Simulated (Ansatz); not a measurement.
# Decaying states in the gap of NaMg2BCl2O3, part 2 of 3

Wanted: the relaxed cell of NaMg2BCl2O3, its band edges and its decay constants. It is built by putting Mg for Zn, Na for K in the KZn2BCl2O3 structure of space group R32, with the volume rescaled by atomic radii. The parent structure comes from the Materials Project.

Ansatz 0.2.0; r2SCAN DFT, plane waves, PAW files (the session's first sound run).

So far. Step 2 (Relaxing the new crystal): The largest force component on a free atom ends at 0.0061 eV/Å.

The structure was built from a prototype and need not be the compound's stable phase.

### 3. Band edges

The energy window and the wavevectors of the next steps follow from the band edges, so these are searched first, off the mesh as well.

Contents of input.yaml:

```yaml
crystal:
  lattice:
    - [2.4417429575, 1.4097409538, 8.6772202406]
    - [-2.4417429575, 1.4097409538, 8.6772202406]
    - [0.0, -2.8194819076, 8.6772202406]
  atoms:
    - { symbol: Na, position: [0.5, 0.5, 0.5] }
    - { symbol: Mg, position: [0.3031695309, 0.3031695309, 0.3031695309] }
    - { symbol: Mg, position: [0.6968304691, 0.6968304691, 0.6968304691] }
    - { symbol: B, position: [0.0, 0.0, 0.0] }
    - { symbol: Cl, position: [0.213230607, 0.213230607, 0.213230607] }
    - { symbol: Cl, position: [0.786769393, 0.786769393, 0.786769393] }
    - { symbol: O, position: [0.7192377806, 0.0, 0.2807622194] }
    - { symbol: O, position: [0.0, 0.2807622194, 0.7192377806] }
    - { symbol: O, position: [0.2807622194, 0.7192377806, 0.0] }
kpoints:
  mp_grid: { grid: [6, 6, 6] }
  band_path: { path: [VBM, CBM], npoints: 30 }
scf:
  occupations: { method: fixed }
hamiltonian:
  xc: r2scan
output:
  eigenvalues: true
  write_potential: true
  write_density: true
  volumetric_format: npy
  elf: true
```

Started as:

```console
$ ansatz run input.yaml --threads 2 --pin off --max-ram 4096MiB --backend cpu --events-out ev --progress --plain --runs-dir out
```

Numbers of over 12 decimals in the logs are rounded to 6 here.

The log of the run:

```text
[...]
Crystal: 9 atoms, lattice volume = 179.214 Å³
Basis set: ecut = 500 eV, 4531 PW (Γ), FFT grids on a1−a2, a2, −a2+a3, exchange–correlation on 144×288×144 points (64 copies of the dense FFT grid, shifted against one another)
Bands: 41, of which v1, the nominal top of the filled ones, is band 32 counted from 1 (31 counted from 0)
Symmetry: 6 space group operations
[...]
k-points: 32 of 216 (time reversal used)
[...]
SCF iter   1: F=—  HF=-9385.530751 eV  |F-HF|=—  |Δ(HF+E_count)|=         —  Δρ=6.61e-3  dr2=4.56e-2  dr2_τ=4.64e-1  ethr=1.77e-3  ⟨swp⟩=5.2  Hψ=4660  notcnv=0  defer=216
[...]
SCF iter   7: F=-9385.707611 eV  HF=-9385.707611 eV  |F-HF|=4.12e-8  |Δ(HF+E_count)|=   4.67e-7  Δρ=4.08e-6  dr2=3.88e-8  dr2_τ=2.67e-9  ethr=1.56e-10  ⟨swp⟩=12.9  Hψ=6399  notcnv=0
SCF 1 converged in 7 iterations: F = -9385.707611 eV  dr2 = 3.88e-8
[...]
NSCF: frozen V_eff on 32 k-points
[...]
SCF converged after 7 iterations
Free energy (F): -9385.707611 eV
[...]
Internal energy: -9385.707611 eV  (E = F + TS)
E sigma→0 (E₀):  -9385.707611 eV
Fermi energy:    0.178241 eV
[...]
--- Band table (eV; the first three rows and the last of 32) ---
  k-point 0: bands = [... 28 lower, -0.3451, -0.3451, -0.1485, -0.1485, 5.2275, 7.3988, 8.5674, 8.6999, ... 5 higher]
  k-point 1: bands = [... 28 lower, -0.4584, -0.2851, -0.2392, -0.1570, 5.6742, 7.5816, 8.5254, 8.7213, ... 5 higher]
  k-point 2: bands = [... 28 lower, -0.4821, -0.4010, -0.2477, -0.0493, 6.7088, 7.9241, 8.2258, 8.7690, ... 5 higher]
  k-point 31: bands = [... 28 lower, -0.3282, -0.3282, -0.1686, -0.1686, 6.0636, 6.1451, 8.7971, 8.8474, ... 5 higher]
```

Run time: 24 s. Hardware: 2 threads of AMD EPYC 9R45, shared host; peak memory 0.91 GiB.

This step gave:

```
Fermi energy        : 0.1782 eV
gap on the k-mesh   : 5.049 eV
gap on path         : 5.049 eV, by band count; negative where bands overlap
direct gap on path  : 5.376 eV
edge places on path : 0, 0.8577 1/A along the path
```

Electronic bands along the path, in eV, zero at the Fermi level (highest filled level under fixed occupations); v1 is the highest filled band, c1 the lowest empty one:

```tsv
point	v4	v3	v2	v1	c1	c2
VBM	-0.58	-0.54	-0.38	0.00	7.92	7.97
halfway	-0.62	-0.57	-0.42	-0.25	6.21	7.78
CBM	-0.52	-0.52	-0.33	-0.33	5.05	7.22
```

ELF in the ac plane of the cell as run, not the conventional one, at fractional y = 0.000, with atoms of B and O within 0.2 Å of it. It is the smooth field of the valence electrons, not physical close to the nuclei.

Ten even steps from '0' (0.00) to '9' (0.88), each cell a mean:
```
00221000123321000000000121
21232100024564200000000012
23333210003677752000000001
12332210001578986410000000
01122111000268999852000000
00011110000037899986200000
00000100000014799998620000
10000000000001479999861000
23200000000000147999985100
24542000000000003789997300
14665310000012100368998610
03687752000135531025788740
01589886300136776301367752
00279998730026899741024553
10048999873004899985101343
10015899997301698788620012
00002699999730279757862000
00000269999862027864785200
00000026899985103787688510
00000002579987410268899741
10000000136888630025799963
21000000001467652001468853
12100000000013443100125531
01210000111000122100001320
```
Columns run along a (9.1 Å), rows up along c (9.1 Å). Atoms in or near the plane, at fractional coordinates: B at (0.00, 0.00), O at (0.72, 0.28).

Valence density in the ac plane of the cell as run, not the conventional one, at fractional y = 0.000, with atoms of B and O within 0.2 Å of it. It is the smooth field of the valence electrons, not physical close to the nuclei.

Ten steps, logarithmic in the rise over the least value, from '0' (0.0 e/Å³) to '9' (6.9 e/Å³), each cell a mean:
```
34431000000111000000000123
44442100001111100000000012
24444210000122211000000001
12344321000123332100000000
01233321100012344310000000
00012222100012344432000000
00001122110001234543200000
00000111111000124554320000
00000001111000012345431000
01110000011111001234442100
11111100001111110123333210
11222210001122221111233211
01223321100123443211112211
00123443210113565421011111
00013444321012468753100000
00002345432111358986310000
00001234553211136999631000
00000123454321014799863100
00000012344431101368985310
00000000123432100136887521
10000000012332110012567642
21000000001122110001245654
32100000000011110000023554
33210000000001100000001343
```
Columns run along a (9.1 Å), rows up along c (9.1 Å). Atoms in or near the plane, at fractional coordinates: B at (0.00, 0.00), O at (0.72, 0.28).

Electrostatic potential energy in the ac plane of the cell as run, not the conventional one, at fractional y = 0.000, with atoms of B and O within 0.2 Å of it. With pseudopotentials it is smooth inside the atoms' cores, unlike the true potential.

Ten even steps from '0' (-36 eV) to '9' (8 eV), each cell a mean:
```
00279999999999999999999971
20048999999999999999999997
85237899999999999999999999
98767899999999999999999999
99988899999999989999999999
99999999999999988899999999
99999999999999998789999999
99999999999999998778999999
99999999999988999987899999
99999999999998899998899999
99999999999999889999999999
99999999988999999999999999
99999999998899999999999999
99999889999889867899999999
99999888999989841489999999
99999987899999971017999999
99999998789999996001699999
99999999878999999500169999
99999999988899999951017999
99999999999999999997204899
99999999999999999999853468
79999999999999999999985114
27999999999999999999998300
02799999999999999999999710
```
Columns run along a (9.1 Å; values clipped at the 3rd and 97th percentile), rows up along c (9.1 Å). Atoms in or near the plane, at fractional coordinates: B at (0.00, 0.00), O at (0.72, 0.28).

The searched edges give 5.05 eV, as on the mesh.

### 4. Complex bands

This step: r2SCAN DFT, plane waves, PAW files; complex bands by layer matching along the plane's normal (Ansatz 0.2.0).

The same crystal is laid in a cell whose first two vectors span the (001) plane (indices of the standard conventional cell, whose axes can be ordered otherwise than in the bulk input). At fixed energy and wavevector in the plane the solver finds all kz, real and complex. A few wavevectors are listed, (0, 0), (-0.3333, 0.3333) and (0.5, 0) in units of the plane's reciprocal vectors; the slowest state needn't be among them.

Contents of input.yaml:

```yaml
crystal:
  lattice:
    - [4.883485915, 0.0, 0.0]
    - [2.441742957, 4.229222861, 0.0]
    - [2.441742957, 1.409740954, 8.677220241]
  atoms:
    - { symbol: Na, position: [0.5, 0.5, 0.5] }
    - { symbol: Mg, position: [0.6968304691, 0.6968304691, 0.9095085927] }
    - { symbol: Mg, position: [0.3031695309, 0.3031695309, 0.0904914073] }
    - { symbol: B, position: [0.0, 0.0, 0.0] }
    - { symbol: Cl, position: [0.786769393, 0.786769393, 0.639691821] }
    - { symbol: Cl, position: [0.213230607, 0.213230607, 0.360308179] }
    - { symbol: O, position: [0.0, 0.7192377806, 0.0] }
    - { symbol: O, position: [0.7192377806, 0.2807622194, 0.0] }
    - { symbol: O, position: [0.2807622194, 0.0, 0.0] }
kpoints:
  mp_grid: { grid: [6, 6, 6] }
scf:
  occupations: { method: fixed }
hamiltonian:
  xc: r2scan
output:
  eigenvalues: true
  transmission:
    leads: [[0, 0]]
    kpoints: [[0.0, 0.0], [-0.3333, 0.3333], [0.5, 0.0]]
    e_range: [-1.0, 6.05]
    de: 0.14
```

The log of the run:

```text
[...]
Crystal: 9 atoms, lattice volume = 179.214 Å³
Basis set: ecut = 500 eV, 4531 PW (Γ), exchange–correlation on 144×144×288 points (64 copies of the dense FFT grid, shifted against one another)
Bands: 41, of which v1, the nominal top of the filled ones, is band 32 counted from 1 (31 counted from 0)
Symmetry: 6 space group operations
[...]
k-points: 32 of 216 (time reversal used)
[...]
SCF iter   1: F=—  HF=-9385.530797 eV  |F-HF|=—  |Δ(HF+E_count)|=         —  Δρ=6.61e-3  dr2=4.55e-2  dr2_τ=4.64e-1  ethr=1.77e-3  ⟨swp⟩=5.2  Hψ=4671  notcnv=0  defer=217
[...]
SCF iter   7: F=-9385.707611 eV  HF=-9385.707611 eV  |F-HF|=4.60e-8  |Δ(HF+E_count)|=   3.93e-7  Δρ=4.36e-6  dr2=4.20e-8  dr2_τ=3.06e-9  ethr=1.56e-10  ⟨swp⟩=12.9  Hψ=6500  notcnv=0
SCF 1 converged in 7 iterations: F = -9385.707611 eV  dr2 = 4.20e-8
[...]
transmission: 12 of 36 steps passed
transmission: 24 of 36 steps passed
transmission: 36 of 36 steps passed
SCF converged after 7 iterations
Free energy (F): -9385.707611 eV
[...]
Internal energy: -9385.707611 eV  (E = F + TS)
E sigma→0 (E₀):  -9385.707611 eV
Fermi energy:    0.178247 eV
[...]
--- Band table (eV; the first three rows and the last of 32) ---
  k-point 0: bands = [... 28 lower, -0.3451, -0.3451, -0.1485, -0.1485, 5.2275, 7.3988, 8.5674, 8.6999, ... 5 higher]
  k-point 1: bands = [... 28 lower, -0.3618, -0.3070, -0.1952, -0.1240, 5.3369, 7.1520, 8.5694, 8.8435, ... 5 higher]
  k-point 2: bands = [... 28 lower, -0.3560, -0.2886, -0.2148, -0.1316, 5.6449, 6.6433, 8.6690, 8.9235, ... 5 higher]
  k-point 31: bands = [... 28 lower, -0.4415, -0.3349, -0.2106, 0.1782, 8.0937, 8.1480, 8.4371, 8.5748, ... 5 higher]
--- Transmission ---
  basis      : 211 plane waves across, 12 finite elements along
  points     : 3, as listed
  energies   : 51 from -1.000000 to 6.000000 eV about the Fermi level, 0.140000 eV apart; the leads are filled to 2.524644 eV, and channels, transmission and decay are at 2.500000 eV
  crystal 0  : Mg2B1O3Cl2Na1, at the sites [0, 0], period 8.6772 Å: whole cells are its period
    offset         : up to 0.0000 Å between an atom of the period and one for which it stands
    channels       : 0.000000e0 a spin
    conductance    : none, the energies end too early or step too widely for 300 K: set another output.transmission.e_range or a lower de, or, where they end at an eighth of basis.ecutwfc, a higher one
    slowest decay  : 0.4688 /Å at (0.0000, 0.0000)
```

It took 25 s on 2 threads; peak memory 1.2 GiB; 49 s of CPU time.

Numbers from this step:

- level to which the leads are filled: 2.525 eV from the Fermi level
- decay constant at the filling level, zone centre: 0.4688 Å⁻¹
- decay constant at the filling level, slowest listed point: 0.4688 Å⁻¹

K parallel (0, 0); values up to 1.5 1/Å, a degenerate pair printed once or twice; energies at which all values exceed this have no row. Table of Im kz of the slowest decaying states by energy, zero at the highest filled level on the SCF mesh:

```tsv
energy (eV)	decay 1 (Å⁻¹)	decay 2 (Å⁻¹)	decay 3 (Å⁻¹)	decay 4 (Å⁻¹)
-1.000	0.0631	0.268	0.718	1.29
-0.440	0.0595	0.310	0.910	1.11
-0.020	0.400	0.430	0.979	1.17
0.540	0.458	0.642	1.08	1.16
0.960	0.480	0.728	1.08	1.14
1.520	0.490	0.807	1.07	1.11
1.940	0.486	0.851	1.05	1.08
2.500	0.469	0.890	1.03	1.04
3.060	0.437	0.904	1.01	1.01
3.480	0.402	0.903	0.987	0.990
4.040	0.337	0.892	0.960	0.961
4.460	0.266	0.879	0.935	0.939
5.020	0.0616	0.856	0.899	0.908
5.440	0.835	0.868	0.882	-
6.000	0.774	0.803	0.843	0.871
```

K parallel (-0.3333, 0.3333); values up to 1.5 1/Å, a degenerate pair printed once or twice; energies at which all values exceed this have no row. The Im kz of the slowest decaying states by energy, zero at the highest filled level on the SCF mesh:

```tsv
energy (eV)	decay 1 (Å⁻¹)	decay 2 (Å⁻¹)	decay 3 (Å⁻¹)	decay 4 (Å⁻¹)
-1.00	0.0627	0.0627	1.27	1.27
-0.72	0.103	0.103	1.27	1.27
-0.30	0.219	0.219	1.25	1.25
-0.02	0.380	0.380	1.16	1.16
0.12	0.420	1.31	1.31	-
0.40	0.492	1.25	1.25	-
0.68	0.545	1.22	1.22	-
1.10	0.604	0.604	1.19	1.20
1.52	0.648	0.648	1.16	1.16
1.80	0.672	0.672	1.14	1.14
2.08	0.693	0.693	1.12	1.12
2.50	0.720	0.720	1.08	1.08
2.92	0.744	0.744	1.04	1.04
3.20	0.761	0.761	1.01	1.01
3.48	0.782	0.782	0.967	0.968
3.90	0.854	0.854	0.861	0.862
4.32	0.778	0.778	0.897	0.897
4.60	0.753	0.753	0.891	0.891
4.88	0.733	0.733	0.877	0.877
5.30	0.705	0.705	0.848	-
5.72	0.676	0.676	0.812	-
6.00	0.654	0.654	0.784	-
```

K parallel (0.5, 0); values up to 1.5 1/Å, a degenerate pair printed once or twice; energies at which all values exceed this have no row. The Im kz of the slowest decaying states by energy, zero at the highest filled level on the SCF mesh:

```tsv
energy (eV)	decay 1 (Å⁻¹)	decay 2 (Å⁻¹)	decay 3 (Å⁻¹)	decay 4 (Å⁻¹)
-1.00	0.299	0.877	1.49	-
-0.72	0.218	0.920	1.50	-
-0.30	0.242	0.362	0.928	1.33
-0.02	0.347	0.466	0.964	1.15
0.12	0.401	0.507	0.945	1.27
0.40	0.474	0.570	0.932	1.36
0.68	0.525	0.619	0.922	1.42
1.10	0.578	0.673	0.907	1.45
1.52	0.614	0.711	0.892	1.42
1.80	0.631	0.729	0.881	1.41
2.08	0.645	0.743	0.871	1.39
2.50	0.658	0.757	0.855	1.37
2.92	0.665	0.765	0.837	1.34
3.20	0.666	0.767	0.825	1.33
3.48	0.665	0.768	0.812	1.31
3.90	0.658	0.767	0.790	1.28
4.32	0.646	0.762	0.766	1.26
4.60	0.636	0.749	0.757	1.24
4.88	0.622	0.730	0.752	1.22
5.30	0.598	0.699	0.740	1.18
5.72	0.567	0.664	0.726	1.15
6.00	0.542	0.637	0.715	1.12
```

At the listed wavevectors the last open channel is at -0.30 eV and the next at +5.16 eV on the grid, wider than the gap, since narrow bands can fall between grid energies. At +2.50 eV, the grid energy nearest the filling level (the middle of the gap on the SCF mesh), the slowest state at the listed wavevectors decays with κ = 0.469 Å⁻¹, its amplitude falling by e over 2.1 Å. Through 1 nm of this crystal that state's transmission falls by exp(−2 × 0.469 Å⁻¹ × 10 Å) = 8.5e-5.

### 5. Decay over the two-dimensional zone

The listed points could miss the slowest state, so one energy near mid-gap is solved on a mesh of 8×8.

input.yaml, as its differences from that of step 4:

```diff
@@ -23,6 +23,2 @@
   eigenvalues: true
-  transmission:
-    leads: [[0, 0]]
-    kpoints: [[0.0, 0.0], [-0.3333, 0.3333], [0.5, 0.0]]
-    e_range: [-1.0, 6.05]
-    de: 0.14
+  transmission: { leads: [[0, 0]], kmesh: [8, 8], e_range: [2.52, 2.53], de: 0.05 }
```

The log of the run:

```text
[...]
Crystal: 9 atoms, lattice volume = 179.214 Å³
Basis set: ecut = 500 eV, 4531 PW (Γ), exchange–correlation on 144×144×288 points (64 copies of the dense FFT grid, shifted against one another)
Bands: 41, of which v1, the nominal top of the filled ones, is band 32 counted from 1 (31 counted from 0)
Symmetry: 6 space group operations
[...]
k-points: 32 of 216 (time reversal used)
[...]
SCF iter   1: F=—  HF=-9385.530797 eV  |F-HF|=—  |Δ(HF+E_count)|=         —  Δρ=6.61e-3  dr2=4.55e-2  dr2_τ=4.64e-1  ethr=1.77e-3  ⟨swp⟩=5.2  Hψ=4671  notcnv=0  defer=217
[...]
SCF iter   7: F=-9385.707611 eV  HF=-9385.707611 eV  |F-HF|=4.60e-8  |Δ(HF+E_count)|=   3.93e-7  Δρ=4.36e-6  dr2=4.20e-8  dr2_τ=3.06e-9  ethr=1.56e-10  ⟨swp⟩=12.9  Hψ=6500  notcnv=0
SCF 1 converged in 7 iterations: F = -9385.707611 eV  dr2 = 4.20e-8
[...]
transmission: 48 of 144 steps passed
transmission: 96 of 144 steps passed
transmission: 144 of 144 steps passed
SCF converged after 7 iterations
Free energy (F): -9385.707611 eV
[...]
Internal energy: -9385.707611 eV  (E = F + TS)
E sigma→0 (E₀):  -9385.707611 eV
Fermi energy:    0.178247 eV
[...]
--- Band table (eV; the first three rows and the last of 32) ---
  k-point 0: bands = [... 28 lower, -0.3451, -0.3451, -0.1485, -0.1485, 5.2275, 7.3988, 8.5674, 8.6999, ... 5 higher]
  k-point 1: bands = [... 28 lower, -0.3618, -0.3070, -0.1952, -0.1240, 5.3369, 7.1520, 8.5694, 8.8435, ... 5 higher]
  k-point 2: bands = [... 28 lower, -0.3560, -0.2886, -0.2148, -0.1316, 5.6449, 6.6433, 8.6690, 8.9235, ... 5 higher]
  k-point 31: bands = [... 28 lower, -0.4415, -0.3349, -0.2106, 0.1782, 8.0937, 8.1480, 8.4371, 8.5748, ... 5 higher]
--- Transmission ---
  basis      : 211 plane waves across, 12 finite elements along
  points     : 12, standing for a mesh of 8 x 8
  energies   : 1 from 2.520000 to 2.520000 eV about the Fermi level; the leads are filled to 2.524644 eV, and channels, transmission and decay are at 2.520000 eV
[...]
channels       : 0.000000e0 a spin
    conductance    : none, crystal 0 has no channel at the energies, or these end too early or step too widely for 300 K: set another output.transmission.e_range or a lower de, or, where they end at an eighth of basis.ecutwfc, a higher one
    slowest decay  : 0.4679 /Å at (0.0000, 0.0000)
```

Wall time 15 s (2 threads); peak memory 1.3 GiB; 29 s of CPU time.

Numbers from this step:

* least decay constant on the mesh: 0.4679 Å⁻¹

Slowest decay constant (1/Å; 0 where a channel is open) over k1 and k2. At 2.5200 eV from the Fermi level.

Ten even steps from '0' (0.468) to '9' (0.716):
```
99997887
99985458
99841148
77510157
98411489
98545899
97887999
79997999
```
Columns: k1 (b1) from -0.5 to 0.375; rows upwards: k2 (b2) from -0.5 to 0.375.

The least value on the mesh is 0.468 Å⁻¹ at +2.52 eV. At that energy the listed points give about 0.468 Å⁻¹ by interpolation, so the mesh holds no clearly slower state.

### 6. Band edges at another level, cutoff 1290 eV

This step: r2SCAN DFT, plane waves, norm-conserving files (Ansatz 0.2.0).

The edges again with norm-conserving files, at the same atoms. Against that run the cutoff is 1290 eV against 500.

Contents of input.yaml:

```yaml
crystal:
  lattice:
    - [2.4417429575, 1.4097409538, 8.6772202406]
    - [-2.4417429575, 1.4097409538, 8.6772202406]
    - [0.0, -2.8194819076, 8.6772202406]
  atoms:
    - { symbol: Na, position: [0.5, 0.5, 0.5] }
    - { symbol: Mg, position: [0.3031695309, 0.3031695309, 0.3031695309] }
    - { symbol: Mg, position: [0.6968304691, 0.6968304691, 0.6968304691] }
    - { symbol: B, position: [0.0, 0.0, 0.0] }
    - { symbol: Cl, position: [0.213230607, 0.213230607, 0.213230607] }
    - { symbol: Cl, position: [0.786769393, 0.786769393, 0.786769393] }
    - { symbol: O, position: [0.7192377806, 0.0, 0.2807622194] }
    - { symbol: O, position: [0.0, 0.2807622194, 0.7192377806] }
    - { symbol: O, position: [0.2807622194, 0.7192377806, 0.0] }
kpoints:
  mp_grid: { grid: [6, 6, 6] }
  band_path: { path: [VBM, CBM], npoints: 30 }
scf:
  occupations: { method: fixed }
hamiltonian:
  xc: r2scan
  pseudopotentials: { kind: nc }
output:
  eigenvalues: true
```

The log of the run:

```text
[...]
Crystal: 9 atoms, lattice volume = 179.214 Å³
Basis set: ecut = 1290 eV, 18915 PW (Γ), FFT grids on a1−a3, a2−a3, a3
Bands: 41, of which v1, the nominal top of the filled ones, is band 32 counted from 1 (31 counted from 0)
Symmetry: 6 space group operations
[...]
k-points: 32 of 216 (time reversal used)
[...]
SCF iter   1: F=—  HF=-6974.460791 eV  |F-HF|=—  |Δ(HF+E_count)|=         —  Δρ=7.92e-2  dr2=7.96e0  dr2_τ=1.45e1  ethr=3.10e-3  ⟨swp⟩=7.4  Hψ=5959  notcnv=0  defer=221
[...]
SCF iter   9: F=-6971.525299 eV  HF=-6971.525299 eV  |F-HF|=1.97e-9  |Δ(HF+E_count)|=   6.42e-8  Δρ=2.37e-6  dr2=8.90e-9  dr2_τ=2.87e-8  ethr=1.37e-10  ⟨swp⟩=5.3  Hψ=3900  notcnv=0
SCF 1 converged in 9 iterations: F = -6971.525299 eV  dr2 = 8.90e-9
[...]
SCF converged after 9 iterations
Free energy (F): -6971.525299 eV
[...]
Internal energy: -6971.525299 eV  (E = F + TS)
E sigma→0 (E₀):  -6971.525299 eV
Fermi energy:    0.162161 eV
[...]
--- Band table (eV; the first three rows and the last of 32) ---
  k-point 0: bands = [... 28 lower, -0.3712, -0.3712, -0.1772, -0.1772, 5.2008, 7.3706, 8.5408, 8.6680, ... 5 higher]
  k-point 1: bands = [... 28 lower, -0.4852, -0.3100, -0.2678, -0.1845, 5.6473, 7.5536, 8.4961, 8.6921, ... 5 higher]
  k-point 2: bands = [... 28 lower, -0.5091, -0.4293, -0.2735, -0.0688, 6.6816, 7.8968, 8.1969, 8.7381, ... 5 higher]
  k-point 31: bands = [... 28 lower, -0.3548, -0.3548, -0.1970, -0.1970, 6.0361, 6.1175, 8.7743, 8.8135, ... 5 higher]
```

The job ended after 2 min (2 threads; peak memory 1.4 GiB; 3.9 min of CPU time).

This step gave:

```
free energy         : -6971.5253 eV
Fermi energy        : 0.1622 eV
gap on the k-mesh   : 5.039 eV
gap on path         : 5.039 eV, by band count; negative where bands overlap
direct gap on path  : 5.378 eV
edge places on path : 0, 0.8662 1/A along the path
```

Electronic bands along the path, in eV, zero at the Fermi level (highest filled level under fixed occupations); v1 is the highest filled band, c1 the lowest empty one:

```tsv
point	v4	v3	v2	v1	c1	c2
VBM	-0.63	-0.52	-0.40	0.00	7.91	7.95
halfway	-0.62	-0.57	-0.43	-0.26	6.21	7.69
CBM	-0.53	-0.53	-0.34	-0.34	5.04	7.21
```

The searched edges give 5.04 eV, as on the mesh.

(Continued in part 3 of 3.)

[Logs are printed without paths, hosts, clocks, repeated set-up lines and the standing remarks that a program may print on its own settings, such as how far it seeks lower states.]

[Hosts, paths, dates, database ids (printed as entryN), source tags and the programs' standing remarks are cut or masked in the printed files.]
